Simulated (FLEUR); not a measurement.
# MnGaGe: parallel and opposed starts

A self-consistent run ends on one state, which hangs on the start. Several orders of MnGaGe are started in FLEUR and their energies compared.

Program: FLEUR MaX-R8.1. Level of theory: PBEsol; all-electron FLAPW, Dirac cores, scalar-relativistic bands. Results are calculated unless marked as measured.

### Step 1. Starting point

Symmetry: P4/nmm, No. 129, tetragonal system. Conventional cell: a = 3.946 Å, b = 3.946 Å, c = 5.911 Å, α = 90.00°, β = 90.00°, γ = 90.00°. Mn has 4 Ge at 2.58 Å and 4 Ga at 2.64 Å and 4 Mn at 2.79 Å nearest. Ga has 5 Ge at 2.50 to 2.79 Å and 4 Mn at 2.64 Å nearest. Nearest to Ge lie 5 Ga at 2.50 to 2.79 Å and 4 Mn at 2.58 Å. Farther neighbours are not listed.

Coordinates:

```cif
data_structure
_symmetry_space_group_name_H-M 'P4/nmm:1'
_symmetry_Int_Tables_number 129
_cell_length_a 3.9460
_cell_length_b 3.9460
_cell_length_c 5.9109
_cell_angle_alpha 90.000
_cell_angle_beta 90.000
_cell_angle_gamma 90.000
_cell_volume 92.04
loop_
_atom_site_label
_atom_site_type_symbol
_atom_site_symmetry_multiplicity
_atom_site_Wyckoff_symbol
_atom_site_fract_x
_atom_site_fract_y
_atom_site_fract_z
_atom_site_occupancy
Mn1 Mn 2 a 0.00000 0.00000 0.00000 1
Ga1 Ga 2 c 0.00000 0.50000 0.70377 1
Ge1 Ge 2 c 0.00000 0.50000 0.28095 1
```

The cell comes from a database of computed structures and need not be the stable phase.

### Step 2. Start 1: ferro ++

The parallel start comes first: it shows whether parallel moments hold.

inpgen writes inp.xml from crystal.txt; cutoffs, mixing, functional, smearing and local orbitals are then set in the file. The k list default-1 (kpts.xml, not shown) is a Γ-centred 8×8×8 mesh; where the ranks do not divide the number of points, some are split in two of half the weight.

inp.xml

```
<?xml version="1.0" encoding="UTF-8" standalone="no"?>
<fleurInput fleurInputVersion="0.39">
   <comment>
      MnGaGe
   </comment>
   <calculationSetup>
      <cutoffs Kmax="3.6" Gmax="10.8" GmaxXC="10.8" numbands="0"/>
      <scfLoop itmax="90" minDistance="0.00002" maxIterBroyd="15" imix="Anderson" alpha="0.05" precondParam="0.0" spinf="2.0" sdNocoIR="T"/>
      <coreElectrons ctail="T" frcor="F" kcrel="0" coretail_lmax="0"/>
      <xcFunctional name="PBEs" relativisticCorrections="F"/>
      <magnetism jspins="2"/>
      <soc l_soc="F" theta="0.0" phi="0.0" spav="F"/>
      <expertModes spex="0" secvar="F"/>
      <geometryOptimization l_f="F" forcealpha="1.0" forcemix="BFGS" epsdisp="0.00001" epsforce="0.00001"/>
      <ldaU l_linMix="F" mixParam="0.05" spinf="1.0"/>
   </calculationSetup>
   <cell>
      <bzIntegration valenceElectrons="84.0" mode="hist" fermiSmearingEnergy="0.00110248">
         <kPointListSelection listName="default-1"/>
         <xi:include xmlns:xi="http://www.w3.org/2001/XInclude" href="kpts.xml"> </xi:include>
      </bzIntegration>
      <xi:include xmlns:xi="http://www.w3.org/2001/XInclude" href="sym.xml"> </xi:include>
      <bulkLattice scale="1.0">
         <bravaisMatrix>
            <row-1>    7.4567780294482420     0.0000000000000000     0.0000000000000000</row-1>
            <row-2>    0.0000000000000000     7.4567780294482420     0.0000000000000000</row-2>
            <row-3>    0.0000000000000000     0.0000000000000000    11.1699481348278962</row-3>
         </bravaisMatrix>
      </bulkLattice>
   </cell>
   <atomSpecies>
      <species name="Manganese 3.502" element="Mn" atomicNumber="25">
         <mtSphere radius="2.45" gridPoints="811" logIncrement="0.015"/>
         <atomicCutoffs lmax="10" lnonsphr="8"/>
         <electronConfig flipSpins="F">
            <coreConfig>(1s1/2) (2s1/2) (2p1/2) (2p3/2)</coreConfig>
            <valenceConfig>(3s1/2) (3p1/2) (3p3/2) (4s1/2) (3d3/2) (3d5/2)</valenceConfig>
            <stateOccupation state="(3d3/2)" spinUp="1.251" spinDown="0.749"/>
            <stateOccupation state="(3d5/2)" spinUp="3.0" spinDown="0.0"/>
         </electronConfig>
         <energyParameters s="4" p="4" d="3" f="4"/>
         <lo type="SCLO" l="0" n="3" eDeriv="0"/>
         <lo type="SCLO" l="1" n="3" eDeriv="0"/>
      </species>
      <species name="Gallium (Ga)" element="Ga" atomicNumber="31">
         <mtSphere radius="2.3" gridPoints="761" logIncrement="0.016"/>
         <atomicCutoffs lmax="8" lnonsphr="6"/>
         <electronConfig flipSpins="F">
            <coreConfig>(1s1/2) (2s1/2) (2p1/2) (2p3/2) (3s1/2) (3p1/2) (3p3/2)</coreConfig>
            <valenceConfig>(4s1/2) (3d3/2) (3d5/2) (4p1/2) (4p3/2)</valenceConfig>
            <stateOccupation state="(4p1/2)" spinUp="0.166667" spinDown="0.166667"/>
            <stateOccupation state="(4p3/2)" spinUp="0.333333" spinDown="0.333333"/>
         </electronConfig>
         <energyParameters s="4" p="4" d="3" f="4"/>
      </species>
      <species name="Germanium (Ge)" element="Ge" atomicNumber="32">
         <mtSphere radius="2.3" gridPoints="761" logIncrement="0.016"/>
         <atomicCutoffs lmax="8" lnonsphr="6"/>
         <electronConfig flipSpins="F">
            <coreConfig>(1s1/2) (2s1/2) (2p1/2) (2p3/2) (3s1/2) (3p1/2) (3p3/2)</coreConfig>
            <valenceConfig>(4s1/2) (3d3/2) (3d5/2) (4p1/2) (4p3/2)</valenceConfig>
            <stateOccupation state="(4p1/2)" spinUp="0.333333" spinDown="0.333333"/>
            <stateOccupation state="(4p3/2)" spinUp="0.666667" spinDown="0.666667"/>
         </electronConfig>
         <energyParameters s="4" p="4" d="3" f="4"/>
      </species>
   </atomSpecies>
   <atomGroups>
      <atomGroup species="Manganese 3.502">
         <relPos label="                   1">-1.000/4.000 -1.000/4.000 .0000000000</relPos>
         <relPos label="                   2">1.000/4.000 1.000/4.000 .0000000000</relPos>
         <force calculate="T" relaxXYZ="TTT"/>
      </atomGroup>
      <atomGroup species="Gallium (Ga)">
         <relPos label="                   3">-1.000/4.000 1.000/4.000 -.2962270000</relPos>
         <relPos label="                   4">1.000/4.000 -1.000/4.000 .2962270000</relPos>
         <force calculate="T" relaxXYZ="TTT"/>
      </atomGroup>
      <atomGroup species="Germanium (Ge)">
         <relPos label="                   5">-1.000/4.000 1.000/4.000 .2809470000</relPos>
         <relPos label="                   6">1.000/4.000 -1.000/4.000 -.2809470000</relPos>
         <force calculate="T" relaxXYZ="TTT"/>
      </atomGroup>
   </atomGroups>
   <output dos="F" band="F" slice="F">
      <bandDOS minEnergy="-.5*Htr" maxEnergy="0.5*Htr" sigma="0.015" storeEVData="T"/>
      <plotting iplot="0" polar="F">
         <plot TwoD="T" vec1="  1.0  0.0  0.0" vec2="  0.0  1.0  0.0" vec3="  0.0  0.0  1.0" zero="  0.0  0.0  0.0" file="plot"/>
      </plotting>
      <moessbauerParams electricFieldGradient="F" isomerShift="F" coreHyperfine="F" valenceHyperfine="F"/>
   </output>
</fleurInput>
```

crystal.txt

```
MnGaGe
&input film=F cartesian=F /
3.94595700000  0.00000000000  0.00000000000
0.00000000000  3.94595700000  0.00000000000
0.00000000000  0.00000000000  5.91088200000
1.8897261246
1.0 1.0 1.0

6
25 0.00000000000  0.00000000000  0.00000000000 : 3.502
25 0.50000000000  0.50000000000  0.00000000000 : 3.502
31 0.00000000000  0.50000000000  0.70377300000
31 0.50000000000  0.00000000000  0.29622700000
32 0.00000000000  0.50000000000  0.28094700000
32 0.50000000000  0.00000000000  0.71905300000

&kpt div1=8 div2=8 div3=8 gamma=T /
```

Launch:

```bash
OMP_NUM_THREADS=1 inpgen -f crystal.txt > inpgen.log  # inp.xml is then edited as shown
OMP_NUM_THREADS=1 mpirun -n 4 fleur_MPI > fleur.log
```

Log:

```text
Welcome to FLEUR        (www.flapw.de)
      MaX-Release 8.1          (www.max-centre.eu)

 ========== k-point set info ==========
 Selected k-point list: default-1
 k-point list type: mesh
 0 x 0 x 0
 Number of k points: 76

 ------------Calculation Setup---------------------------
 Number of MPI-tasks      :            4
 Number of PE/node        :            4
 Number of OMP-threads    :            1
 k-points in parallel     :            4
 pe's per k-point         :            1
 No of k-point loops      :           19
 Eigenvalue solver        :       lapack
 Number of basis functions:          536
 Approximate size of matrices (H+S) per k-point:         0.004 GB
 --------------------------------------------------------
 Iteration:     1   Distance:      14.34782218 me/bohr^3
 Iteration:     2   Distance:      10.17983146 me/bohr^3
 Iteration:     3   Distance:       9.84030193 me/bohr^3
 Iteration:     4   Distance:      10.27643000 me/bohr^3
 Iteration:     5   Distance:       5.92582327 me/bohr^3
 Iteration:     6   Distance:       4.12829130 me/bohr^3
 Iteration:     7   Distance:       2.81060341 me/bohr^3
 Iteration:     8   Distance:       2.40233113 me/bohr^3
 Iteration:     9   Distance:       1.60797170 me/bohr^3
 Iteration:    10   Distance:       1.50198657 me/bohr^3
[... 12 iterations left out ...]
 Iteration:    23   Distance:       0.00700011 me/bohr^3
 Iteration:    24   Distance:       0.00201785 me/bohr^3
 Iteration:    25   Distance:       0.00036420 me/bohr^3
 Iteration:    26   Distance:       0.00033188 me/bohr^3
 Iteration:    27   Distance:       0.00019402 me/bohr^3
 Iteration:    28   Distance:       0.00016371 me/bohr^3
 Iteration:    29   Distance:       0.00004559 me/bohr^3
 Iteration:    30   Distance:       0.00004708 me/bohr^3
 Iteration:    31   Distance:       0.00004729 me/bohr^3
 Iteration:    32   Distance:       0.00001303 me/bohr^3

 ********************************************************************
 Run finished successfully
 Stop message:
   all done
 ********************************************************************

--- out.xml (last complete iteration) ---
<iteration numberForCurrentRun="   32" overallNumber="   32">
         [... left out ...]
         <bandgap value="0.0015919827" units="eV"/>
         <sumValenceSingleParticleEnergies value="-39.2115869567" units="Htr"/>
         <FermiEnergy value="0.3256679066" units="Htr"/>
         <valenceDensity>
            <mtCharges spin="1">
               <mtCharge atomType="1" total="8.2357721" s="1.1828902" p="3.2190171" d="3.8179416" f="0.0129756"/>
               <mtCharge atomType="2" total="5.7408393" s="0.4203886" p="0.3460230" d="4.9649893" f="0.0077105"/>
               <mtCharge atomType="3" total="6.1397294" s="0.5617826" p="0.5675672" d="4.9997907" f="0.0084807"/>
            </mtCharges>
            <mtCharges spin="2">
               <mtCharge atomType="1" total="5.9239028" s="1.1694944" p="3.2014924" d="1.5383844" f="0.0122159"/>
               <mtCharge atomType="2" total="5.7749716" s="0.4327315" p="0.3729211" d="4.9620517" f="0.0060757"/>
               <mtCharge atomType="3" total="6.2120598" s="0.5634111" p="0.6452258" d="4.9961444" f="0.0059683"/>
            </mtCharges>
            <spinDependentCharge spin="1" total="44.1943211" interstitial="3.9616394" mtSpheres="40.2326817"/>
            <spinDependentCharge spin="2" total="39.8056789" interstitial="3.9838105" mtSpheres="35.8218684"/>
            <totalCharge value="84.0000000000"/>
         </valenceDensity>
         [... left out ...]
         <allElectronCharges>
            <spinDependentCharge spin="1" total="90.1943211" interstitial="3.9634547" mtSpheres="86.2308664"/>
            <spinDependentCharge spin="2" total="85.8056789" interstitial="3.9856338" mtSpheres="81.8200451"/>
            <totalCharge value="175.9999999546"/>
         </allElectronCharges>
         <magneticMomentsInMTSpheres units="muBohr">
            <globalMagMoment atomType="1" vec="0.00000   0.00000   2.31187"/>
            <localMagMoment atomType="1" vec="0.00000   0.00000   2.31187"/>
            <globalMagMoment atomType="2" vec="0.00000   0.00000  -0.03413"/>
            <localMagMoment atomType="2" vec="0.00000   0.00000  -0.03413"/>
            <globalMagMoment atomType="3" vec="0.00000   0.00000  -0.07233"/>
            <localMagMoment atomType="3" vec="0.00000   0.00000  -0.07233"/>
         </magneticMomentsInMTSpheres>
         <moessbauerParams unitsHFF="kG" unitsIS="e/bohr^3" unitsEFG="Htr/bohr^2">
         </moessbauerParams>
         <totalEnergy value="   -10395.5613154315" units="Htr">
            <sumOfEigenvalues value="    -5975.8323344853">
               <coreElectrons value="-5936.6207475286"/>
               <valenceElectrons value="-39.2115869567"/>
            </sumOfEigenvalues>
            <densityCoulombPotentialIntegral value="-16030.7276006084"/>
            <densityEffectivePotentialIntegral value="-16564.6810713808"/>
            <chargeDenXCDenIntegral value="-407.2812964808"/>
            <FockExchangeEnergyValence value="0.0000000000"/>
            <FockExchangeEnergyCore value="0.0000000000"/>
            <atomTypeDependentContributions atomType="1">
               <electronNucleiInteractionDifferentMTs value="2763.9858701125"/>
               <MadelungTerm value="-15.7705213869"/>
            </atomTypeDependentContributions>
            <atomTypeDependentContributions atomType="2">
               <electronNucleiInteractionDifferentMTs value="4675.3233844448"/>
               <MadelungTerm value="-27.8390950446"/>
            </atomTypeDependentContributions>
            <atomTypeDependentContributions atomType="3">
               <electronNucleiInteractionDifferentMTs value="5048.3025641617"/>
               <MadelungTerm value="-30.5435203915"/>
            </atomTypeDependentContributions>
            <tkbTimesEntropy value="0.0003129095"/>
            <freeEnergy value="-10395.5616283410"/>
            <extrapolationTo0K value="-10395.5614718862"/>
         </totalEnergy>
         <densityConvergence units="me/bohr^3">
            <chargeDensity spin="1" distance="0.0000072096"/>
            <chargeDensity spin="2" distance="0.0000093738"/>
            <overallChargeDensity distance="0.0000130290"/>
            <spinDensity distance="0.0000104851"/>
         </densityConvergence>
      </iteration>
```

Run time: 96 s. Hardware: 4 MPI ranks of Intel Xeon 6975P-C (Granite Rapids), shared host; peak memory 0.38 GiB; 6.4 min of CPU time.

Spin moment in the muffin-tin sphere by atom:

```
atom  spin moment in the muffin-tin sphere (μB)
 Mn1                                       2.31
 Mn2                                       2.31
 Ga3                                      -0.03
 Ga4                                      -0.03
 Ge5                                      -0.07
 Ge6                                      -0.07
```

Read from the output:

```
free energy                                                       : -282877.6427 eV
program's band gap on this mesh (in a metal only a level spacing) : 0.001592 eV
magnetization                                                     : 4.389 μB
final state                                                       : ferromagnetic, with opposed induced moments
```

After 32 cycles the largest moment stands at 2.31 μB.

[end of part 1 of 2]

[Logs and program files are shortened in this print: banners, set-up blocks, solver, clock and traceback lines can be left out without a mark of their own.]

[Logs are printed without paths, hosts, clocks, repeated set-up lines and the standing remarks that a program may print on its own settings, such as how far it seeks lower states.]

[Hosts, paths, dates, database ids (printed as entryN), source tags and the programs' standing remarks are cut or masked in the printed files.]

[Where a cell is said to come from a database of computed structures, the database is the Materials Project.]
